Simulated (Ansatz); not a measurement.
## The perfect InAs wire along [110], 6 atoms a period, H-terminated

What gap, if any, does the InAs wire along [110], 6 atoms a period, H-terminated have, and how does it change with the functional?

Program: Ansatz 0.2.0. Level of theory: DFT PBE, plane waves, PAW; relaxation of a wire's period; PAW set soft_1, in the first sound run; inputs show where later runs differ. Results are calculated unless marked as measured.

This is a report of a sequence of runs, with most program output left out.

**1. Starting point**

The cell holds 14 atoms: 3 As, 8 H and 3 In. Cell: a = 13.365 Å, b = 14.084 Å, c = 4.377 Å, α = 90.0°, β = 90.0°, γ = 90.0°. Vacuum lies along a and b. The structure's axis is c.

**2. Relaxing the period**

Band widths follow the bond lengths, so the wire is relaxed first. The atoms and the third cell vector are free; the box across stays fixed as vacuum. A Fermi-Dirac smearing is set since the result may be a metal. The pressure printed is a third of the stress's trace over the whole box, vacuum included; only the stress along the axis is relaxed.

Contents of input.yaml:

```yaml
crystal:
  lattice:
    - [13.365, 0.0, 0.0]
    - [0.0, 14.084, 0.0]
    - [0.0, 0.0, 4.3769909755]
  atoms:
    - { symbol: As, position: [0.447076953, 0.655378791, 0.0] }
    - { symbol: H, position: [0.514034897, 0.745237474, 0.0] }
    - { symbol: In, position: [0.562864458, 0.499990017, 0.0] }
    - { symbol: H, position: [0.25439581, 0.241408691, 0.5] }
    - { symbol: H, position: [0.25439581, 0.447793796, 0.5] }
    - { symbol: H, position: [0.25439581, 0.758571344, 0.5] }
    - { symbol: H, position: [0.25439581, 0.552186238, 0.5] }
    - { symbol: In, position: [0.331289448, 0.344601244, 0.5] }
    - { symbol: In, position: [0.331289448, 0.655378791, 0.5] }
    - { symbol: As, position: [0.678651963, 0.499990017, 0.5] }
    - { symbol: H, position: [0.745609906, 0.410131334, 0.5] }
    - { symbol: H, position: [0.745609906, 0.589848701, 0.5] }
    - { symbol: As, position: [0.447076953, 0.344601244, 0.0] }
    - { symbol: H, position: [0.514034897, 0.25474256, 0.0] }
kpoints:
  mp_grid: { grid: [1, 1, 19] }
scf:
  occupations: { method: fermi_dirac, width: 0.05 }
hamiltonian:
  xc: pbe
  pseudopotentials: { kind: paw, azcp: { folder: soft_1 } }
relax:
  cell: { fix: [a, b, alpha, beta, gamma] }
  max_steps: 45
  f_tol: 0.03
```

Command:

```console
> ansatz run input.yaml --threads 4 --pin off --max-ram 16384MiB --backend cpu --events-out ev --progress --plain --runs-dir out
```

The job ended after 2.7 min (4 threads of Arm Neoverse V1, shared host; peak memory 1.6 GiB; 11 min of CPU time).

Relaxation path:

| step | energy less that of the first step (eV) | largest force component (eV/Å) | pressure (GPa) | volume (Å³) |
| --- | --- | --- | --- | --- |
| 1 | 0.0000 | 1.0646 | -0.06 | 823.89 |
| 2 | -0.5151 | 0.4511 | 0.08 | 827.87 |
| 3 | -0.6685 | 0.1555 | 0.03 | 830.66 |
| 4 | -0.7623 | 0.2050 | -0.02 | 836.40 |
| 5 | -0.8298 | 0.0674 | -0.02 | 846.63 |
| 6 | -0.8422 | 0.1286 | 0.02 | 850.73 |
| 7 | -0.8697 | 0.0964 | -0.03 | 853.29 |
| 8 | -0.8825 | 0.0223 | -0.01 | 849.30 |
| 9 | -0.8850 | 0.1566 | -0.06 | 848.40 |
| 10 | -0.8884 | 0.0355 | 0.02 | 847.34 |
| 11 | -0.8896 | 0.0194 | 0.01 | 848.64 |
| 12 | -0.8899 | 0.0204 | -0.01 | 849.41 |
| 13 | -0.8901 | 0.0123 | -0.01 | 850.16 |
| 14* | -0.8939 | 0.0126 | -0.01 | 850.16 |

Relaxation steps marked * repeat the geometry before them on a plane-wave basis chosen anew for their cell, so energy and pressure can jump there.

The run keeps the 4 symmetry operations that it works with, so distortions that break them were not tested.

```
cell as run  before  after  change
      c (Å)   4.377  4.517  +3.2 %
```

The atoms that moved most (Å, along periodic axes as changes of fractional coordinates times the final cell, across vacuum about the mean position):

```
atom      dx      dy     dz  length
  H4   1.016  -1.021  0.000   1.440
  H6   1.016   1.021  0.000   1.440
  H7  -0.298   1.075  0.000   1.115
  H5  -0.298  -1.075  0.000   1.115
 In8  -0.003  -0.741  0.000   0.741
 In9  -0.003   0.741  0.000   0.741
As10  -0.434   0.000  0.000   0.434
 In3  -0.412   0.000  0.000   0.412
```

The relaxed structure:

```cif
data_structure
_symmetry_space_group_name_H-M 'P 1'
_symmetry_Int_Tables_number 1
_cell_length_a 13.3650
_cell_length_b 14.0840
_cell_length_c 4.5166
_cell_angle_alpha 90.000
_cell_angle_beta 90.000
_cell_angle_gamma 90.000
_cell_volume 850.16
loop_
_atom_site_label
_atom_site_type_symbol
_atom_site_fract_x
_atom_site_fract_y
_atom_site_fract_z
_atom_site_occupancy
As1 As 0.43619 0.66206 0.00000 1
H2 H 0.52728 0.72735 0.00000 1
In3 In 0.53202 0.50000 0.00000 1
H4 H 0.33040 0.16892 0.50000 1
H5 H 0.23208 0.37151 0.50000 1
H6 H 0.33040 0.83108 0.50000 1
H7 H 0.23208 0.62849 0.50000 1
In8 In 0.33104 0.29197 0.50000 1
In9 In 0.33104 0.70803 0.50000 1
As10 As 0.64618 0.50000 0.50000 1
H11 H 0.72146 0.41910 0.50000 1
H12 H 0.72146 0.58090 0.50000 1
As13 As 0.43619 0.33794 0.00000 1
H14 H 0.52728 0.27265 0.00000 1
```

This step gave:

```yaml
cell_length_along_the_wire: 4.517 Å
```

The cell's length comes to 4.517 Å with spin left out.

**3. Bands of the perfect wire**

This step: DFT PBE, plane waves, PAW; bands of a perfect wire; PAW set soft_1 (Ansatz 0.2.0).

At the relaxed period the bands are computed along the axis; those that cross an energy going forward count the channels that a perfect wire would open there.

Contents of input.yaml:

```yaml
crystal:
  lattice:
    - [13.365, 0.0, 0.0]
    - [0.0, 14.084, 0.0]
    - [0.0, 0.0, 4.5165569847]
  atoms:
    - { symbol: As, position: [0.436192369, 0.662059291, 0.0] }
    - { symbol: H, position: [0.52728327, 0.727351785, 0.0] }
    - { symbol: In, position: [0.532017804, 0.5, 0.0] }
    - { symbol: H, position: [0.330404308, 0.168916, 0.5] }
    - { symbol: H, position: [0.232083771, 0.371510675, 0.5] }
    - { symbol: H, position: [0.330404308, 0.831084, 0.5] }
    - { symbol: H, position: [0.232083771, 0.628489325, 0.5] }
    - { symbol: In, position: [0.331037081, 0.291965026, 0.5] }
    - { symbol: In, position: [0.331037081, 0.708034974, 0.5] }
    - { symbol: As, position: [0.646179964, 0.5, 0.5] }
    - { symbol: H, position: [0.721461351, 0.419099463, 0.5] }
    - { symbol: H, position: [0.721461351, 0.580900537, 0.5] }
    - { symbol: As, position: [0.436192369, 0.337940709, 0.0] }
    - { symbol: H, position: [0.52728327, 0.272648215, 0.0] }
kpoints:
  mp_grid: { grid: [1, 1, 18] }
  band_path: { path: ["Γ", Z], npoints: 90 }
scf:
  occupations: { method: fermi_dirac, width: 0.05 }
hamiltonian:
  xc: pbe
  pseudopotentials: { kind: paw, azcp: { folder: soft_1 } }
output:
  dos: { e_range: [-5, 4] }
  write_potential: true
  write_density: true
  volumetric_format: npy
```

Elapsed: 79 s, on 4 threads; peak memory 2.8 GiB.

Numbers from this step:

```
band gap : 2.144 eV
```

Electronic bands along the path, in eV, zero at the Fermi level:

```
  point  band 43  band 44  band 45  band 46  band 47  band 48  band 49  band 50
      Γ    -2.17    -1.62    -1.17    -1.09     1.06     1.82     1.88     2.94
halfway    -2.25    -2.10    -1.53    -1.52     1.91     2.64     2.64     3.16
      Z    -2.34    -2.28    -1.94    -1.89     1.89     2.40     2.92     3.02
```

The gap is 2.14 eV, with spin left out.

The path shows a direct gap of 2.14 eV (valence top at Γ, conduction bottom at Γ).

**4. Levels at the same atoms, cutoff 500 eV, k-mesh 1×1×14**

This step: DFT r2SCAN, plane waves, PAW; bands of a perfect wire at the PBE geometry; PAW set soft_1 (Ansatz 0.2.0).

The atoms stay at the PBE geometry and the functional changes. r2SCAN also reads the kinetic-energy density; it often gives larger moments and wider gaps than PBE, at a higher cost. Against the first PBE run of this kind, the cutoff is 500 eV against 420 and the mesh along the wire has 14 points against 18.

Changes to input.yaml since step 3:

```diff
@@ -21,3 +21,3 @@
 kpoints:
-  mp_grid: { grid: [1, 1, 18] }
+  mp_grid: { grid: [1, 1, 14] }
   band_path: { path: ["Γ", Z], npoints: 90 }
@@ -26,8 +26,3 @@
 hamiltonian:
-  xc: pbe
+  xc: r2scan
   pseudopotentials: { kind: paw, azcp: { folder: soft_1 } }
-output:
-  dos: { e_range: [-5, 4] }
-  write_potential: true
-  write_density: true
-  volumetric_format: npy
```

Run time: 2.4 min. Hardware: 4 threads; peak memory 4.6 GiB; 9.3 min of CPU time.

Numbers from this step:

- band gap: 2.496 eV

The electronic bands at the labelled points (eV, zero at the Fermi level):

```csv
point,band 43,band 44,band 45,band 46,band 47,band 48,band 49,band 50
Γ,-2.33,-1.79,-1.34,-1.26,1.24,2.04,2.11,3.20
halfway,-2.46,-2.31,-1.72,-1.70,2.16,2.84,2.90,3.44
Z,-2.54,-2.52,-2.14,-2.09,2.13,2.64,3.21,3.21
```

The gap is 2.50 eV, against 2.14 eV under PBE at the relaxed period.

**5. Another level of theory, level HSE06, cutoff 420 eV**

This step: DFT HSE06, plane waves, PAW; levels of a perfect wire at the PBE geometry; PAW set soft_1 (Ansatz 0.2.0).

The atoms stay at the PBE geometry and the functional changes. HSE06 mixes in a quarter of short-range exact exchange, which removes part of the self-interaction that closes gaps; it is dear, so the mesh is thinner and no path is run. Against the first PBE run of this kind, the mesh along the wire has 7 points against 18.

Changes to input.yaml since step 4:

```diff
@@ -21,4 +21,3 @@
 kpoints:
-  mp_grid: { grid: [1, 1, 14] }
-  band_path: { path: ["Γ", Z], npoints: 90 }
+  mp_grid: { grid: [1, 1, 7] }
 scf:
@@ -26,3 +25,3 @@
 hamiltonian:
-  xc: r2scan
+  xc: hse06
   pseudopotentials: { kind: paw, azcp: { folder: soft_1 } }
```

Elapsed: 2 min, on 4 threads; peak memory 2.2 GiB; 7.7 min of CPU time.

This step gave:

| Property | Result |
| --- | --- |
| band gap | 2.890 eV |

The gap is 2.89 eV, against 2.14 eV under PBE at the relaxed period.

**6. With spin-orbit coupling, k-mesh 1×1×12**

This step: DFT PBE, plane waves, fully relativistic PAW; bands of a perfect wire with spin-orbit coupling; PAW set soft_1 (Ansatz 0.2.0).

Spin-orbit coupling mixes the spins and splits bands that cross or touch without it, so it can open or close channels. Fully relativistic datasets take the place of the scalar ones. Against the first PBE run of this kind, the mesh along the wire has 12 points against 18.

Changes to input.yaml since step 5:

```diff
@@ -21,3 +21,4 @@
 kpoints:
-  mp_grid: { grid: [1, 1, 7] }
+  mp_grid: { grid: [1, 1, 12] }
+  band_path: { path: ["Γ", Z], npoints: 90 }
 scf:
@@ -25,3 +26,6 @@
 hamiltonian:
-  xc: hse06
-  pseudopotentials: { kind: paw, azcp: { folder: soft_1 } }
+  xc: pbe
+  pseudopotentials: { kind: paw_fr, azcp: { folder: soft_1 } }
+magnetization:
+  noncollinear: true
+  spin_orbit: true
```

Run time: 12 min. Hardware: 4 threads; peak memory 10 GiB; 47 min of CPU time.

Numbers from this step:

```yaml
band_gap: 2.128 eV
```

The gap is 2.13 eV, against 2.14 eV under PBE at the relaxed period, with no moment.

**7. Cost and result by level**

Times are for 4 threads of Arm Neoverse V1, shared host. The series side by side:

```csv
no.,run,band gap (eV),time,memory (GiB)
1,lead,2.144,79 s,2.8
2,levels,2.496,2.4 min,4.6
3,levels,2.890,2 min,2.2
4,SOC,2.128,12 min,10
```

**8. Summary of results**

| Quantity | Value |
| --- | --- |
| cell length, PBE | 4.517 Å |
| gap, PBE | 2.14 eV |
| gap, r2SCAN | 2.50 eV |
| gap, HSE06 | 2.89 eV |
| gap, with spin-orbit coupling | 2.13 eV |

Under PBE the cell's length is 4.52 Å, and a gap of 2.14 eV makes it a semiconductor. At the relaxed period the wire is gapped under every functional, from 2.14 eV (PBE) to 2.89 eV (HSE06). Weak screening in one dimension makes quasiparticle gaps larger than the semilocal gaps, as a rule. Plain hydrogen on a compound's surface is a simple closure: it may leave surface states, and facets that end in unlike atoms put a field across the wire, both of which shrink the gap. A hybrid's gap is read on a coarse mesh, without a band path.

[Logs are printed without paths, hosts, clocks, repeated set-up lines and the standing remarks that a program may print on its own settings, such as how far it seeks lower states.]

[Hosts, paths, dates, database ids (printed as entryN), source tags and the programs' standing remarks are cut or masked in the printed files.]
